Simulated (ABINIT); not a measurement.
# How the form of the self-energy moves the gap of BaTiO3 (P4mm)

How much does the gap of BaTiO3 (P4mm) depend on the approximation to the self-energy?

Method: PBE and many-body steps on it, plane waves, in ABINIT 10.8.3.

## 1. The structure

Symmetry: P4mm, No. 99, tetragonal system. Conventional cell: a = 3.990 Å, b = 3.990 Å, c = 4.023 Å, α = 90.00°, β = 90.00°, γ = 90.00°. Ba has 12 O at 2.80 to 2.87 Å nearest. Nearest to Ti lie 6 O at 1.84 to 2.18 Å. Nearest to O lie 2 Ti at 1.84 to 2.18 Å and 4 Ba at 2.82 Å. Nearest to O lie 2 Ti at 2.00 Å and 4 Ba at 2.80 to 2.87 Å. Farther neighbours and most contacts between anions are not listed.

The cell and positions come from the Crystallography Open Database and are kept as given unless a step says otherwise. Spin-orbit coupling is left out unless a step names it.

## 2. Empty states on the mesh, 4×4×4 mesh, 118 bands

This step: ABINIT 10.8.3; DFT, PBE, plane waves, norm-conserving pseudopotentials.

The sums over transitions need many empty states on a uniform mesh; this step solves for them.

The input, run.abi:

```
acell 3*1.0 Angstrom
rprim 
  3.990480000000 0.000000000000 0.000000000000
  0.000000000000 3.990480000000 0.000000000000
  0.000000000000 0.000000000000 4.023030000000
ntypat 3
znucl 56 22 8
natom 5
typat 1 2 3 3 3
xred 
  0.000000000000 0.000000000000 0.000000000000
  0.500000000000 0.500000000000 0.522000000000
  0.500000000000 0.500000000000 0.979000000000
  0.500000000000 0.000000000000 0.488000000000
  0.000000000000 0.500000000000 0.488000000000
pp_dirpath "pseudos"
pseudos "Ba.upf, Ti.upf, O.upf"
ecut 38
ngkpt 4 4 4
nshiftk 1
shiftk 0 0 0
kptopt 1
chksymbreak 0
iscf -2
irdden 1
istwfk *1
nband 118
nbdbuf 10
tolwfr 1e-09
nstep 60
prtvol 0
indata_prefix "in"
outdata_prefix "out"
tmpdata_prefix "tmp"
```

Launch:

```bash
$ OMP_NUM_THREADS=1 mpirun -n 8 abinit run.abi > log
```

Numbers of over 12 decimals in the logs are rounded to 6 here.

Log:

```text
.Version 10.8.3 of ABINIT. v10.8.2 released Aug 2026.

 Symmetries : space group P4 m m (# 99); Bravais tP (primitive tetrag.)
[... echo of the input left out ...]
== DATASET  1 ==================================================================
-   mpi_nproc: 8, omp_nthreads: 1 (-1 if OMP is not activated)

--- !DatasetInfo
iteration_state: {dtset: 1, }
dimensions: {natom: 5, nkpt: 18, mband: 118, nsppol: 1, nspinor: 1, nspden: 1, mpw: 4868, }
cutoff_energies: {ecut:  38.0, pawecutdg:  -1.0, }
[...]
2.42600    2.43655    2.43655    2.44335    2.46416    2.46530    2.46530    2.48234
   2.48248    2.51304    2.52516    2.52516    2.60731    2.69769    2.70931    2.70932
   2.73998    2.74249    2.74251    2.76207    2.76330    2.76425
 prteigrs : prtvol=0 or 1, do not print more k-points.

== END DATASET(S) ==============================================================
================================================================================

 -outvars: echo values of variables after computation  --------
            nband         118
             nkpt          18
          spgroup          99
 [... the other variables as echoed above ...]

 Calculation completed.
```

Elapsed: 29 s, on 8 MPI ranks of AMD EPYC 9R45, shared host; peak memory 0.77 GiB.

Numbers from this step:

| Quantity | Value |
| --- | --- |
| gap | 1.851 eV |
| k of the valence top | 0.5, 0.5, 0.5 |
| k of the conduction bottom | 0, 0, 0 |
| least direct gap | 2.222 eV |
| k points computed | 18 |
| lowest point of the top converged band, above the valence top | 60.6885 eV |

On this mesh the gap is 1.851 eV.

The density comes from a self-consistent run that is not shown.

## 3. Screening, 4×4×4 mesh, 108 bands, screening to 152.4 eV

The RPA dielectric matrix is built and inverted for each q.

This step: RPA screening on PBE, plane waves, norm-conserving pseudopotentials.

run.abi, as its differences from that of step 2:

```diff
@@ -23,10 +23,11 @@
 chksymbreak 0
-iscf -2
-irdden 1
 istwfk *1
-nband 118
-nbdbuf 10
-tolwfr 1e-09
-nstep 60
-prtvol 0
+occopt 1
+irdwfk 1
+optdriver 3
+nband 108
+ecuteps 5.6
+inclvkb 2
+awtr 1
+symchi 1
 indata_prefix "in"
```

Log:

```text
.Version 10.8.3 of ABINIT. v10.8.2 released Aug 2026.

 Symmetries : space group P4 m m (# 99); Bravais tP (primitive tetrag.)
[... echo of the input left out ...]
== DATASET  1 ==================================================================
-   mpi_nproc: 8, omp_nthreads: 1 (-1 if OMP is not activated)

--- !DatasetInfo
iteration_state: {dtset: 1, }
dimensions: {natom: 5, nkpt: 18, mband: 108, nsppol: 1, nspinor: 1, nspden: 1, mpw: 4868, }
cutoff_energies: {ecut:  38.0, pawecutdg:  -1.0, }
electrons: {nelect:   4.00000000E+01, charge:   0.00000000E+00, occopt:   1.00000000E+00, tsmear:   1.00000000E-02, }

 SCREENING: Calculation of the susceptibility and dielectric matrices

 Based on a program developped by R.W. Godby, V. Olevano, G. Onida, and L. Reining.
 Incorporated in ABINIT by V. Olevano, G.-M. Rignanese, and M. Torrent.
.Using double precision arithmetic ; gwpc =  8

[... cell and pseudopotentials left out ...]
--------------------------------------------------------------------------------

 ==== K-mesh for the wavefunctions ====
 Number of points in the irreducible wedge :    18
[... list of points left out ...]
 Together with  8 symmetry operations and time-reversal symmetry
 yields    64 points in the full Brillouin Zone.

 ==== Q-mesh for the screening function ====
 Number of points in the irreducible wedge :    18
[... list of points left out ...]
 Together with  8 symmetry operations and time-reversal symmetry
 yields    64 points in the full Brillouin Zone.

 setmesh: FFT mesh size selected  =    30x   30x   30
          total number of points  =        27000

 vcoul_init : cutoff-mode = AUXILIARY_FUNCTION
 q-points for optical limit:   1
     1)      0.000010    0.000020    0.000030

- screening: taking advantage of time-reversal symmetry
- Maximum band index for partially occupied states nbvw = 20
- Remaining bands to be divided among processors   nbcw = 88
- Number of bands treated by each node ~11

 Number of electrons calculated from density =   40.0000; Expected =   40.0000
 average of density, n =  0.092525
 r_s =    1.3716
 omega_plasma =   29.3417 [eV]

 calculating chi0 at frequencies [eV] :
  1    0.000000E+00    0.000000E+00
  2    0.000000E+00    2.934172E+01

--------------------------------------------------------------------------------
  q-point number  1        q = ( 0.000000, 0.000000, 0.000000) [r.l.u.]
--------------------------------------------------------------------------------
[... chi0 elements left out ...]
 For q-point:  0.000010 0.000020 0.000030
  dielectric constant =   5.7955
  dielectric constant without local fields =   6.4255

  Average fulfillment of the sum rule on Im[epsilon] for q-point    1 :     60.73  [%]
[... wings left out ...]
  q-point number  2        q = ( 0.250000, 0.000000, 0.000000) [r.l.u.]
--------------------------------------------------------------------------------
[... chi0 elements left out ...]
  Average fulfillment of the sum rule on Im[epsilon] for q-point    2 :     73.79  [%]

 [... 16 further q-points ...]
```

Wall time 35 s (8 MPI ranks); peak memory 3 GiB.

This step gave:

```yaml
eps_infinity_with_local_fields_on_this_mesh_along_the_program_s_q_direction: 5.795
the_same_without_local_fields: 6.426
plasma_frequency: 29.34 eV
plane_waves_in_the_screening_matrix: 257
```

Local fields lower ε∞ by 10 %. On a Γ-centred mesh this coarse the value itself is usually too large, while a short band sum pulls it down.

## 4. G0W0, Godby-Needs plasmon pole

The self-energy is evaluated for the states that the input lists, and the levels follow from it, in one-shot runs by the linearised quasiparticle equation.

This step: G0W0 on PBE, plane waves, norm-conserving pseudopotentials.

run.abi, as its differences from that of step 3:

```diff
@@ -26,8 +26,17 @@
 irdwfk 1
-optdriver 3
+optdriver 4
 nband 108
+gwcalctyp 0
+ecutsigx 38
+symsigma 1
+nkptgw 2
+kptgw 
+  0.5000000000 0.5000000000 0.5000000000
+  0.0000000000 0.0000000000 0.0000000000
+bdgw 
+  18 23
+  19 23
 ecuteps 5.6
-inclvkb 2
-awtr 1
-symchi 1
+irdscr 1
+ppmodel 1
 indata_prefix "in"
```

Log:

```text
.Version 10.8.3 of ABINIT. v10.8.2 released Aug 2026.

 Symmetries : space group P4 m m (# 99); Bravais tP (primitive tetrag.)
[... echo of the input left out ...]
== DATASET  1 ==================================================================
-   mpi_nproc: 8, omp_nthreads: 1 (-1 if OMP is not activated)

--- !DatasetInfo
iteration_state: {dtset: 1, }
dimensions: {natom: 5, nkpt: 18, mband: 108, nsppol: 1, nspinor: 1, nspden: 1, mpw: 4868, }
cutoff_energies: {ecut:  38.0, pawecutdg:  -1.0, }
electrons: {nelect:   4.00000000E+01, charge:   0.00000000E+00, occopt:   1.00000000E+00, tsmear:   1.00000000E-02, }

 SIGMA: Calculation of the GW corrections

 Based on a program developped by R.W. Godby, V. Olevano, G. Onida, and L. Reining.
 Incorporated in ABINIT by V. Olevano, G.-M. Rignanese, and M. Torrent.
.Using double precision arithmetic ; gwpc =  8

[... cell and pseudopotentials left out ...]
--------------------------------------------------------------------------------

 ==== K-mesh for the wavefunctions ====
 Number of points in the irreducible wedge :    18
[... list of points left out ...]
 Together with  8 symmetry operations and time-reversal symmetry
 yields    64 points in the full Brillouin Zone.

 ==== Q-mesh for screening function ====
 Number of points in the irreducible wedge :    18
[... list of points left out ...]
 Together with  8 symmetry operations and time-reversal symmetry
 yields    64 points in the full Brillouin Zone.

 vcoul_init : cutoff-mode = AUXILIARY_FUNCTION
 q-points for optical limit:   1
     1)      0.000010    0.000020    0.000030
 setmesh: FFT mesh size selected  =    45x   45x   45
          total number of points  =        91125

 Number of electrons calculated from density =   40.0000; Expected =   40.0000
 average of density, n =  0.092525
 r_s =    1.3716
 omega_plasma =   29.3417 [eV]

 === KS Band Gaps ===
  >>>> For spin  1
   Minimum direct gap =   2.2217 [eV], located at k-point      :   0.0000  0.0000  0.0000
   Fundamental gap    =   1.8512 [eV], Top of valence bands at :   0.5000  0.5000  0.5000
                                       Bottom of conduction at :   0.0000  0.0000  0.0000
 SIGMA fundamental parameters:
 PLASMON POLE MODEL  1
 number of plane-waves for SigmaX                 4865
 number of plane-waves for SigmaC and W            257
 number of plane-waves for wavefunctions          4865
 number of bands                                   108
 number of independent spin polarizations            1
 number of spinorial components                      1
 number of k-points in IBZ                          18
 number of q-points in IBZ                          18
 number of symmetry operations                       8
 number of k-points in BZ                           64
 number of q-points in BZ                           64
 number of frequencies for dSigma/dE                 9
 frequency step for dSigma/dE [eV]                0.25
 number of omega for Sigma on real axis              0
 max omega for Sigma on real axis  [eV]           0.00
 zcut for avoiding poles [eV]                     0.10

 EPSILON^-1 parameters (SCR file):
 dimension of the eps^-1 matrix on file            257
 dimension of the eps^-1 matrix used               257
 number of plane-waves for wavefunctions          4865
 number of bands                                   108
 number of q-points in IBZ                          18
 number of frequencies                               2
 number of real frequencies                          1
 number of imag frequencies                          1

 matrix elements of self-energy operator (all in [eV])

 Perturbative Calculation

--- !SelfEnergy_ee
iteration_state: {dtset: 1, }
kpoint     : [   0.500,    0.500,    0.500, ]
spin       : 1
KS_gap     :    4.248
QP_gap     :    6.107
Delta_QP_KS:    1.859
data: !SigmaeeData |
     Band     E0 <VxcDFT>   SigX SigC(E0)      Z dSigC/dE  Sig(E)    E-E0       E
       18   6.542 -19.963 -24.993   5.102   0.765  -0.307 -19.908   0.055   6.597
       19   6.542 -19.963 -24.993   5.102   0.765  -0.307 -19.908   0.055   6.597
       20   6.718 -20.008 -25.051   5.159   0.764  -0.310 -19.920   0.088   6.806
       21  10.965 -21.853 -13.090  -6.145   0.744  -0.345 -19.906   1.947  12.913
       22  10.977 -21.854 -13.211  -5.999   0.742  -0.348 -19.893   1.961  12.938
       23  10.977 -21.854 -13.211  -5.999   0.742  -0.348 -19.893   1.961  12.938

--- !SelfEnergy_ee
iteration_state: {dtset: 1, }
kpoint     : [   0.000,    0.000,    0.000, ]
spin       : 1
KS_gap     :    2.222
QP_gap     :    3.756
Delta_QP_KS:    1.534
data: !SigmaeeData |
     Band     E0 <VxcDFT>   SigX SigC(E0)      Z dSigC/dE  Sig(E)    E-E0       E
       19   6.347 -20.006 -24.534   4.620   0.770  -0.299 -19.935   0.070   6.418
       20   6.347 -20.006 -24.534   4.620   0.770  -0.299 -19.935   0.070   6.418
       21   8.569 -18.775 -11.365  -5.355   0.781  -0.281 -17.171   1.604  10.173
       22   8.936 -19.060 -12.059  -4.909   0.779  -0.283 -17.430   1.631  10.567
       23   8.936 -19.060 -12.059  -4.909   0.779  -0.283 -17.430   1.631  10.567

== END DATASET(S) ==============================================================
================================================================================

 -outvars: echo values of variables after computation  --------
           etotal      0.0000000000E+00
            nband         108
             nkpt          18
          spgroup          99
 [... the other variables as echoed above ...]

 Calculation completed.
```

Run time: 7.9 s. Hardware: 8 MPI ranks; peak memory 2.2 GiB; 62 s of CPU time.

Numbers from this step:

* G0W0 gap on the points computed: 3.367 eV
* starting gap on the mesh: 1.851 eV
* k of the valence top: 0.5, 0.5, 0.5
* k of the conduction bottom: 0, 0, 0
* Z at the valence top: 0.764
* Z at the conduction bottom: 0.781
* least direct G0W0 gap on the computed points: 3.755 eV

The gap on the mesh goes from 1.85 eV to 3.37 eV, a correction of +1.52 eV.

## 5. G0W0, Hybertsen-Louie plasmon pole

run.abi, as its differences from that of step 4:

```diff
@@ -40,3 +40,3 @@
 irdscr 1
-ppmodel 1
+ppmodel 2
 indata_prefix "in"
```

Log:

```text
.Version 10.8.3 of ABINIT. v10.8.2 released Aug 2026.

 Symmetries : space group P4 m m (# 99); Bravais tP (primitive tetrag.)
[... echo of the input left out ...]
== DATASET  1 ==================================================================
-   mpi_nproc: 8, omp_nthreads: 1 (-1 if OMP is not activated)

--- !DatasetInfo
iteration_state: {dtset: 1, }
dimensions: {natom: 5, nkpt: 18, mband: 108, nsppol: 1, nspinor: 1, nspden: 1, mpw: 4868, }
cutoff_energies: {ecut:  38.0, pawecutdg:  -1.0, }
electrons: {nelect:   4.00000000E+01, charge:   0.00000000E+00, occopt:   1.00000000E+00, tsmear:   1.00000000E-02, }

 SIGMA: Calculation of the GW corrections

 Based on a program developped by R.W. Godby, V. Olevano, G. Onida, and L. Reining.
 Incorporated in ABINIT by V. Olevano, G.-M. Rignanese, and M. Torrent.
.Using double precision arithmetic ; gwpc =  8

[... cell and pseudopotentials left out ...]
--------------------------------------------------------------------------------

 ==== K-mesh for the wavefunctions ====
 Number of points in the irreducible wedge :    18
[... list of points left out ...]
 Together with  8 symmetry operations and time-reversal symmetry
 yields    64 points in the full Brillouin Zone.

 ==== Q-mesh for screening function ====
 Number of points in the irreducible wedge :    18
[... list of points left out ...]
 Together with  8 symmetry operations and time-reversal symmetry
 yields    64 points in the full Brillouin Zone.

 vcoul_init : cutoff-mode = AUXILIARY_FUNCTION
 q-points for optical limit:   1
     1)      0.000010    0.000020    0.000030
 setmesh: FFT mesh size selected  =    45x   45x   45
          total number of points  =        91125

 Number of electrons calculated from density =   40.0000; Expected =   40.0000
[...]
number of omega for Sigma on real axis              0
 max omega for Sigma on real axis  [eV]           0.00
 zcut for avoiding poles [eV]                     0.10

 EPSILON^-1 parameters (SCR file):
 dimension of the eps^-1 matrix on file            257
 dimension of the eps^-1 matrix used               257
 number of plane-waves for wavefunctions          4865
 number of bands                                   108
 number of q-points in IBZ                          18
 number of frequencies                               2
 number of real frequencies                          1
 number of imag frequencies                          1

 matrix elements of self-energy operator (all in [eV])

 Perturbative Calculation

--- !SelfEnergy_ee
iteration_state: {dtset: 1, }
kpoint     : [   0.500,    0.500,    0.500, ]
spin       : 1
KS_gap     :    4.248
QP_gap     :    7.134
Delta_QP_KS:    2.886
data: !SigmaeeData |
     Band     E0 <VxcDFT>   SigX SigC(E0)      Z dSigC/dE  Sig(E)    E-E0       E
       18   6.542 -19.963 -24.993   4.579   0.833  -0.200 -20.339  -0.376   6.166
       19   6.542 -19.963 -24.993   4.579   0.833  -0.200 -20.339  -0.376   6.166
       20   6.718 -20.008 -25.051   4.641   0.833  -0.201 -20.343  -0.335   6.382
[...]
--- !SelfEnergy_ee
iteration_state: {dtset: 1, }
kpoint     : [   0.000,    0.000,    0.000, ]
spin       : 1
KS_gap     :    2.222
QP_gap     :    4.432
Delta_QP_KS:    2.210
data: !SigmaeeData |
     Band     E0 <VxcDFT>   SigX SigC(E0)      Z dSigC/dE  Sig(E)    E-E0       E
[...]
22   8.936 -19.060 -12.059  -4.746   0.847  -0.180 -17.149   1.912  10.848
       23   8.936 -19.060 -12.059  -4.746   0.847  -0.180 -17.149   1.912  10.848

== END DATASET(S) ==============================================================
================================================================================

 -outvars: echo values of variables after computation  --------
           etotal      0.0000000000E+00
            nband         108
             nkpt          18
          spgroup          99
 [... the other variables as echoed above ...]

 Calculation completed.
```

Elapsed: 8 s, on 8 MPI ranks; peak memory 2.1 GiB.

This step gave:

| Property | Result |
| --- | --- |
| G0W0 gap on the points computed | 4.104 eV |
| starting gap on the mesh | 1.851 eV |
| k of the valence top | 0.5, 0.5, 0.5 |
| k of the conduction bottom | 0, 0, 0 |
| Z at the valence top | 0.833 |
| Z at the conduction bottom | 0.848 |
| least direct G0W0 gap on the computed points | 4.431 eV |

Against G0W0 in ABINIT (4×4×4 mesh, 108 bands, screening to 152.4 eV, Godby-Needs plasmon pole), the gap moves by +0.737 eV.

## 6. G0W0, von der Linden-Horsch plasmon pole

run.abi, as its differences from that of step 5:

```diff
@@ -40,3 +40,3 @@
 irdscr 1
-ppmodel 2
+ppmodel 3
 indata_prefix "in"
```

Log:

```text
.Version 10.8.3 of ABINIT. v10.8.2 released Aug 2026.

 Symmetries : space group P4 m m (# 99); Bravais tP (primitive tetrag.)
[... echo of the input left out ...]
== DATASET  1 ==================================================================
-   mpi_nproc: 8, omp_nthreads: 1 (-1 if OMP is not activated)

--- !DatasetInfo
iteration_state: {dtset: 1, }
dimensions: {natom: 5, nkpt: 18, mband: 108, nsppol: 1, nspinor: 1, nspden: 1, mpw: 4868, }
cutoff_energies: {ecut:  38.0, pawecutdg:  -1.0, }
[...]
Band     E0 <VxcDFT>   SigX SigC(E0)      Z dSigC/dE  Sig(E)    E-E0       E
[...]
22   8.936 -19.060 -12.059  -5.049   0.849  -0.177 -17.402   1.659  10.595
       23   8.936 -19.060 -12.059  -5.049   0.849  -0.177 -17.402   1.659  10.595

== END DATASET(S) ==============================================================
================================================================================

 -outvars: echo values of variables after computation  --------
           etotal      0.0000000000E+00
            nband         108
             nkpt          18
          spgroup          99
 [... the other variables as echoed above ...]

 Calculation completed.
```

Wall time 5.1 s (8 MPI ranks); peak memory 1.5 GiB; 39 s of CPU time.

This step gave:

- G0W0 gap on the points computed: 3.5 eV
- starting gap on the mesh: 1.851 eV
- k of the valence top: 0.5, 0.5, 0.5
- k of the conduction bottom: 0, 0, 0
- least direct G0W0 gap on the computed points: 3.894 eV

Against G0W0 in ABINIT (4×4×4 mesh, 108 bands, screening to 152.4 eV, Godby-Needs plasmon pole), the gap moves by +0.133 eV.

(Part 1 of 2 ends here.)

[Paths, hosts, dates, memory and timing lines, banners, echoed tables and standing remarks are left out of the program output.]

[Logs are printed without paths, hosts, clocks, repeated set-up lines and the standing remarks that a program may print on its own settings, such as how far it seeks lower states.]

[Runs of the session that timed out or met a known fault of the program may be left out.]

[No measured gap is set beside runs whose start may be inverted or whose files or cutoffs have a known fault.]

[Hosts, paths, dates, database ids (printed as entryN), source tags and the programs' standing remarks are cut or masked in the printed files.]

[G0W0 gaps are taken among the corrected bands and points alone; a level outside them can change the order at an edge.]

[Where Ansatz stands beside ABINIT at settings called matched, ABINIT's density can come from a denser mesh and the files from another edition; pairs whose starting gaps differed by over 0.03 eV were left out, so agreement reads better than it is.]
